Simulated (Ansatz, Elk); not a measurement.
# Bonding as seen by X-rays: Nb2TlSe4, part 2 of 2

Structure refinements treat a crystal as free atoms side by side. For a made-up structure of Nb2TlSe4 (cell and positions from a PBE relaxation) the runs below show what the calculated density changes in F(hkl).

Elk 11.2.3 (patched build); all-electron DFT.

So far: The starting structure; Ground state and structure factors; The highest occupied states alone.

The structure was built from a prototype and need not be the compound's stable phase.

## (4) Another try

Level of this step: DFT, PBE, all-electron APW+lo, Dirac cores, scalar-relativistic bands, static density, no spin (Elk).

In this try the input is made faulty on purpose, to show what that does.

The input is changed as shown.

Contents of elk.in:

```
tasks
  0
  195

xctype
  20

spinpol
  .false.

rgkmax
  7.0

gmaxvr
  14.0

lmaxo
  7

lmaxapw
  8

swidth
  0.002

tshift
  .false.

ramdisk
  .false.

hmaxvr
  5.5

maxscl
  120

epspot
  1e-06

sppath
  './'

avec
  6.60696363449 0.00000000000 0.00000000000
  -3.30348181725 5.72179834935 0.00000000000
  0.00000000000 0.00000000000 30.70578353550

atoms
  3
  'Tl.in'
  1
  -0.0000000000 -0.0000000000 0.0153339691   0.000000 0.000000 0.000000
  'Nb.in'
  2
  0.6666666667 0.3333333333 0.7173124499   0.000000 0.000000 0.000000
  -0.0000000000 -0.0000000000 0.2938257213   0.000000 0.000000 0.000000
  'Se.in'
  4
  -0.0000000000 -0.0000000000 0.8199971293   0.000000 0.000000 0.000000
  0.6666666667 0.3333333333 0.1906701125   0.000000 0.000000 0.000000
  0.6666666667 0.3333333333 0.3957120153   0.000000 0.000000 0.000000
  -0.0000000000 -0.0000000000 0.6156486026   0.000000 0.000000 0.000000

ngrid
  7 7 2
```

Launch:

```sh
OMP_NUM_THREADS=4 elk
```

Numbers of over 12 decimals in the logs are rounded to 6 here.

The log of the run:

```text
┌─────────────────────────────────┐
│ Elk code version 11.2.3 started │
└─────────────────────────────────┘

Error(readinput): invalid block name : ngrid
```

Wall time 0.02 s (4 threads of Arm Neoverse V2, shared host); peak memory 0.16 GiB.

The program refused the input before any cycle.

The program's message: “Error(readinput): invalid block name : ngrid”

A key was misspelt on purpose.

## (5) Another functional

The difference from free atoms is small, so it is set against the change that PBEsol makes.

Changes to elk.in since step 4:

```diff
@@ -5,3 +5,3 @@
 xctype
-  20
+  22
 
@@ -64,3 +64,3 @@
 
-ngrid
+ngridk
   7 7 2
```

Launch:

```sh
OMP_NUM_THREADS=4 elk
```

The log of the run:

```text
┌─────────────────────────┐
│ Elk code version 11.2.3 │
└─────────────────────────┘

All units are atomic (Hartree, Bohr, etc.)

┌─────────────────────────────────────────────────┐
│ Ground-state run starting from atomic densities │
└─────────────────────────────────────────────────┘

Lattice vectors :
   6.606963634       0.000000000       0.000000000
  -3.303481817       5.721798349       0.000000000
   0.000000000       0.000000000       30.70578354

Reciprocal lattice vectors :
  0.9509943833      0.5490568632      -0.000000000
[...]
interstitial                :    12.03948752
 muffin-tins (core leakage)
  species : 1 (Tl)
[...]
species : 2 (Nb)
[...]
species : 3 (Se)
[...]
atom 3                    :    32.35885714     (  0.8638300778E-04)
   atom 4                    :    32.36168890     (  0.8640993922E-04)
 total in muffin-tins        :    286.9605125
 total calculated charge     :    298.9976885
 total charge                :    299.0000000
 error                       :   0.2311508600E-02

┌──────────────────────────────┐
│ Self-consistent loop stopped │
└──────────────────────────────┘

Wrote STATE.OUT
[key lines of the parts left out:]
total energy                :     -37634.380489937
```

Run time: 2.4 min. Hardware: 4 threads; peak memory 0.4 GiB; 7.8 min of CPU time.

Against the first run R = 0.01 %; the largest change is -0.033 at 005.

## (6) Basis size

A smaller basis shows how fast F responds to it; the change is likely larger than the basis error of the first run, but doesn't show convergence.

Changes to elk.in since step 5:

```diff
@@ -5,3 +5,3 @@
 xctype
-  22
+  20
 
@@ -11,3 +11,3 @@
 rgkmax
-  7.0
+  5.5
```

Launch:

```sh
OMP_NUM_THREADS=4 elk
```

The log of the run:

```text
┌─────────────────────────┐
│ Elk code version 11.2.3 │
└─────────────────────────┘

All units are atomic (Hartree, Bohr, etc.)

┌─────────────────────────────────────────────────┐
│ Ground-state run starting from atomic densities │
└─────────────────────────────────────────────────┘

Lattice vectors :
   6.606963634       0.000000000       0.000000000
  -3.303481817       5.721798349       0.000000000
   0.000000000       0.000000000       30.70578354

Reciprocal lattice vectors :
  0.9509943833      0.5490568632      -0.000000000
[...]
interstitial                :    12.30087977
 muffin-tins (core leakage)
  species : 1 (Tl)
[...]
species : 2 (Nb)
[...]
species : 3 (Se)
[...]
atom 3                    :    32.33754399     (  0.8556807407E-04)
   atom 4                    :    32.34055244     (  0.8559645657E-04)
 total in muffin-tins        :    286.6991202
 total calculated charge     :    298.9981579
 total charge                :    299.0000000
 error                       :   0.1842052350E-02

┌──────────────────────────────┐
│ Self-consistent loop stopped │
└──────────────────────────────┘

Wrote STATE.OUT
[key lines of the parts left out:]
total energy                :     -37650.458261230
```

Wall time 92 s (4 threads); peak memory 0.39 GiB; 4.5 min of CPU time.

Against the first run R = 0.03 %; the largest change is +0.092 at 200.

## (7) Settings against the effect

```
          run  R against the first run (%)  R against neutral atoms, low angle (%)  wall time
PBE, rgkmax 7                         0.00                                    0.23    2.4 min
       PBEsol                         0.01                                    0.24    2.4 min
   rgkmax 5.5                         0.03                                    0.25       92 s
```

## (8) Summary of results

```json
{
  "R against neutral atoms, sin θ/λ < 0.3 Å⁻¹": "0.23 %",
  "R against neutral atoms, 0.3 to 0.58 Å⁻¹": "0.13 %"
}
```

In words: Independent neutral atoms miss the calculated amplitudes by R = 0.23 % below 0.3 Å⁻¹ and 0.13 % from there to 0.58 Å⁻¹; by shells, 0.33 % below 0.15 Å⁻¹ (4 forms), 0.23 % 0.15 to 0.3 (25 forms), 0.18 % 0.3 to 0.45 (50 forms), 0.09 % above 0.45 (70 forms). Bonding, aspherical density and the tables' own atoms all enter these figures, and the runs don't part them. The largest change of an amplitude is -0.84 electrons, at 007. R counts amplitudes alone; phases shift too. The window's part falls from 47.0 electrons at the origin to at most 0.47 between 0.45 and 0.58 Å⁻¹. The window holds more than the 37 outer electrons of the free atoms, so shallow core shells lie inside it. Below 0.3 Å⁻¹ the changes that finished (PBEsol and rgkmax 5.5) move F by R = 0.03 % at most, against the 0.23 % that separates it from free atoms. The k-mesh has no finished test. These runs have no spin, though d or f shells may be open. The electron count is odd, so without spin the run is a metal by force. Spin-orbit coupling is left out, which can matter for elements this heavy. Part of the difference isn't bonding: the tables are fits to free atoms and ions calculated by other methods than this functional. Thermal motion, anomalous dispersion and extinction are left out.

[Logs are printed without paths, hosts, clocks, repeated set-up lines and the standing remarks that a program may print on its own settings, such as how far it seeks lower states.]

[Hosts, paths, dates, database ids (printed as entryN), source tags and the programs' standing remarks are cut or masked in the printed files.]
